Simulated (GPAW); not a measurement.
Computed results, one entry a study.

### SrCl2 (2H monolayer): G0W0 with GPAW, start to end

The cell holds 3 atoms: 1 Sr and 2 Cl. Cell: a = 4.067 Å, b = 4.067 Å, c = 14.700 Å, α = 90.0°, β = 90.0°, γ = 120.0°. Vacuum lies along c.

```yaml
method: DFT, LDA, plane waves, PAW (and 1 further level or step)
program: GPAW 26.7.0
settings: cutoff 450 eV, GPAW PAW setups 1.2.1 data release, 6×6×1 k-mesh, nbands 352
cost: 3 runs, 3.7 min in all on 4 MPI ranks of Arm Neoverse V2, shared host
notes: The structure was relaxed with LDA. Limits: no spin-orbit coupling.
lda_gap: 4.80 eV, indirect (only 43 meV under the direct gap)
g0w0_gap_on_the_mesh: 8.13 eV
gw_settings: 6×6×1 mesh, 159 bands, screening to 48 eV, full frequency, Hilbert transform
known_limits: short of the basis limit; no spin-orbit coupling
```

G0W0 moves the gap on the mesh from 4.80 eV to 8.13 eV (+3.33 eV), with Z of 0.81 and 0.87 at the edges. The dearest step here is «empty states on the mesh».

[Long decimals in the printed logs are rounded to 6 places.]

[Logs are printed without paths, hosts, clocks, repeated set-up lines and the standing remarks that a program may print on its own settings, such as how far it seeks lower states.]

[Paths, hosts, dates, memory and timing lines, banners, echoed tables and standing remarks are left out of the program output; an Ansatz launch command may be rebuilt from the run's recorded settings. Measured values are a selection of at most five: reports struck by readers or far from the other reports are left out. None is set beside runs whose start may be inverted or whose files or cutoffs have a known fault.]

[Runs of the session that timed out or met a known fault of the program may be left out.]

[Hosts, paths, dates, database ids (printed as entryN), source tags and the programs' standing remarks are cut or masked in the printed files.]

[Where the starting crystal was built by hand or by swapping elements, it need not be the compound's stable phase.]
